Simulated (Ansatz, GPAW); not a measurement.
# Cutoff, mesh and smearing for a 8-layer slab of Ta(100), part 3 of 3

Wanted: a convergence study on the slab a 8-layer slab of Ta(100).

GPAW 26.7.0 and Ansatz 0.2.0; Ansatz plane waves; slab in vacuum with a dipole correction, relaxation (the session's first sound run).

So far, upper work function (eV): step 2 (relaxation, PBE) 3.80; step 3 (plane waves, PBE) 3.80; step 6 (cutoff 700: ecut = 700, PBE, GPAW) 3.80; step 9 (K mesh 15×15: kpts = [15, 15], PBE, GPAW) 3.81; step 10 (scheme Fermi-Dirac, smearing 0.01, PBE, GPAW) 3.83.

## 12. Without the dipole layer

Level of this step: GPAW, PAW setups; slab in vacuum (GPAW).

The dipole layer is taken out and the cell repeats along the normal.

run.py

```python
import json
import numpy as np
from ase import Atoms
from gpaw import GPAW, PW

slab = Atoms(
    ['Ta', 'Ta', 'Ta', 'Ta', 'Ta', 'Ta', 'Ta', 'Ta'],
    positions=[
        [1.65500, 1.65500, 7.00000],
        [0.00000, 0.00000, 8.65500],
        [1.65500, 1.65500, 10.31000],
        [0.00000, 0.00000, 11.96500],
        [1.65500, 1.65500, 13.60516],
        [-0.00000, 0.00000, 15.30993],
        [1.65500, 1.65500, 16.97520],
        [-0.00000, 0.00000, 18.43334]],
    cell=[[3.31, 0.0, 0.0], [0.0, 3.31, 0.0], [0.0, 0.0, 25.585]],
    pbc=[True, True, True])

slab.calc = GPAW(mode=PW(400), xc='PBE', kpts={'size': (10, 10, 1), 'gamma': True},
                 occupations={'name': 'fermi-dirac', 'width': 0.1}, nbands='140%',
                 convergence={'density': 1e-05}, maxiter=200,
                 symmetry={'tolerance': 1e-3}, txt='slab.txt')
result = {}
energy = slab.get_potential_energy()
fermi = slab.calc.get_fermi_level()
v = slab.calc.get_electrostatic_potential().mean((0, 1)) - fermi
n = slab.calc.get_pseudo_density().mean((0, 1))
L = slab.cell[2, 2]
z = np.arange(len(v)) * L / len(v)
low, high = slab.positions[:, 2].min(), slab.positions[:, 2].max()
below, above = np.interp([low - 4.8, high + 4.8], z, v)
slopes = [np.interp(x, z, np.gradient(v, z)) for x in (low - 4.8, high + 4.8)]
eps = np.array([[slab.calc.get_eigenvalues(k, s) for k in range(len(slab.calc.get_ibz_k_points()))]
                for s in range(slab.calc.get_number_of_spins())]) - fermi
top, bottom = eps[eps < 0].max(), eps[eps > 0].min()
dipole = slab.get_dipole_moment()[2]
print(f'energy {energy:.4f} eV, Fermi level {fermi:.4f} eV, dipole {dipole:.5f} e A')
print(f'potential 4.8 A off the faces, from the Fermi level: lower {below:.4f} eV, upper {above:.4f} eV')
print(f'slope of the potential there: lower {slopes[0]:.5f}, upper {slopes[1]:.5f} eV/A')
print(f'nearest levels on the mesh: {top:.4f} and {bottom:.4f} eV')
print('magnetic moment', round(slab.get_magnetic_moment(), 3))
result.update(energy=energy, fermi=fermi, dipole=dipole, below=below, above=above, slopes=slopes, edges=[top, bottom],
              z=z.tolist(), v=v.tolist(), n=n.tolist(), positions=slab.positions.tolist(),
              forces=slab.get_forces(apply_constraint=False).tolist(), moments=slab.get_magnetic_moments().tolist())
json.dump(result, open('result.json', 'w'))
```

Run with:

```sh
$ OMP_NUM_THREADS=1 OPENBLAS_NUM_THREADS=1 python run.py
```

Output:

```text
energy -75.3278 eV, Fermi level 4.4172 eV, dipole 0.03031 e A
potential 4.8 A off the faces, from the Fermi level: lower 3.9411 eV, upper 3.8519 eV
slope of the potential there: lower 0.01586, upper 0.02291 eV/A
nearest levels on the mesh: -0.0069 and 0.0041 eV
magnetic moment 0.0
```

Elapsed: 3.9 min, on 1 thread of Intel Xeon at 2.70GHz, shared host; peak memory 0.35 GiB.

The run finished. A setting was moved off its sound value on purpose, so it serves as a test and not as the result.

The fault put into the input: no dipole layer on a slab with a dipole, so the vacuum potential tilts and no work function is defined (dipole = false and pbc_z = true).

The two runs compared:

```tsv
quantity	this run	sound run	difference
dipole along the normal (e·Å)	0.030307	0.011240	0.0191
```

One result that differs is the dipole along the normal, 0.0303 e·Å against 0.0112 e·Å.

## 13. Side by side

Results and costs are gathered.

This step: comparison of work functions, dipole and cost (GPAW 26.7.0).

Ladder, by row:

```tsv
step	code	work function, upper (eV)	work function, lower (eV)	dipole (e Å)	wall time (s)	peak memory (GiB)	threads
pw	GPAW	3.802	3.99	0.01124	260.4	0.35	1
ecut200	GPAW	3.814	4.004	0.01105	150.7	0.21	1
ecut300	GPAW	3.806	3.994	0.01125	203.1	0.27	1
ecut700	GPAW	3.802	3.99	0.01124	779.8	0.64	1
k3	GPAW	3.93	4.118	0.01128	52.74	0.23	1
k6	GPAW	3.826	4.002	0.01049	148.3	0.28	1
k15	GPAW	3.806	3.992	0.01116	493.1	0.46	1
smear	GPAW	3.833	4.094	0.01565	285.1	0.35	1
nodip	GPAW	-	-	0.03031	236.6	0.35	1
```

## 14. A changed run

One more run, with changed settings.

This step: GPAW, PAW setups; slab in vacuum (GPAW 26.7.0).

run.py: that of step 12 with these lines changed.

```diff
@@ -17,3 +17,3 @@
     cell=[[3.31, 0.0, 0.0], [0.0, 3.31, 0.0], [0.0, 0.0, 25.585]],
-    pbc=[True, True, True])
+    pbc=[True, True, False])
 
@@ -21,3 +21,4 @@
                  occupations={'name': 'fermi-dirac', 'width': 0.1}, nbands='140%',
-                 convergence={'density': 1e-05}, maxiter=200,
+                 convergence={'density': 1e-05}, maxiter=100,
+                 poissonsolver={'dipolelayer': 'xy'},
                  symmetry={'tolerance': 1e-3}, txt='slab.txt')
@@ -31,4 +32,4 @@
 low, high = slab.positions[:, 2].min(), slab.positions[:, 2].max()
-below, above = np.interp([low - 4.8, high + 4.8], z, v)
-slopes = [np.interp(x, z, np.gradient(v, z)) for x in (low - 4.8, high + 4.8)]
+below, above = np.interp([low - 1.0, high + 1.0], z, v)
+slopes = [np.interp(x, z, np.gradient(v, z)) for x in (low - 1.0, high + 1.0)]
 eps = np.array([[slab.calc.get_eigenvalues(k, s) for k in range(len(slab.calc.get_ibz_k_points()))]
@@ -38,3 +39,3 @@
 print(f'energy {energy:.4f} eV, Fermi level {fermi:.4f} eV, dipole {dipole:.5f} e A')
-print(f'potential 4.8 A off the faces, from the Fermi level: lower {below:.4f} eV, upper {above:.4f} eV')
+print(f'potential 1.0 A off the faces, from the Fermi level: lower {below:.4f} eV, upper {above:.4f} eV')
 print(f'slope of the potential there: lower {slopes[0]:.5f}, upper {slopes[1]:.5f} eV/A')
```

Output:

```text
energy -75.3276 eV, Fermi level 4.4178 eV, dipole 0.01124 e A
potential 1.0 A off the faces, from the Fermi level: lower -0.8675 eV, upper -0.7845 eV
slope of the potential there: lower -9.96617, upper 9.68772 eV/A
nearest levels on the mesh: -0.0116 and 0.0041 eV
magnetic moment 0.0
```

Elapsed: 4 min, on 1 thread; peak memory 0.35 GiB.

The run finished. A setting was moved off its sound value on purpose, so it serves as a test and not as the result.

The fault put into the input: the potential probed 1 A off the face (probe = 1.0).

## 15. Outcome

```yaml
work_function_upper_and_lower_face: 3.802 and 3.990 eV
dipole_along_the_normal: 0.0112 e Å
```

**Reading.** With plane waves and PBE the work function is 3.80 eV on the upper face and 3.99 eV on the lower. The two faces differ by 0.19 eV, the step that the slab's dipole makes (e p/(ε0 A) gives 0.19 eV), so the dipole layer is needed. The lowest atoms were held at bulk positions, which alone makes the faces unlike. The measured value for this face is 4.1 eV (as compiled in "Anisotropic work function of elemental crystals", 2019, arxiv:1902.07811); the relaxed upper face lies 0.30 eV under it with PBE. Measured work functions scatter by a tenth of an eV or more between methods. The other smearing (Fermi-Dirac of 0.01 eV in place of Fermi-Dirac of 0.1) moves the two faces by 0.031 and 0.10 eV on the same mesh; a mesh is converged only for its smearing. Over the sound runs of the table the upper face's work function spans 3.802 (ecut700) to 3.833 eV (smear). The in-plane lattice was kept as typed, which isn't the functional's own and leaves some strain; spin-orbit coupling and temperature are left out.

[Logs are printed without paths, hosts, clocks, repeated set-up lines and the standing remarks that a program may print on its own settings, such as how far it seeks lower states.]

[Hosts, paths, dates, database ids (printed as entryN), source tags and the programs' standing remarks are cut or masked in the printed files.]
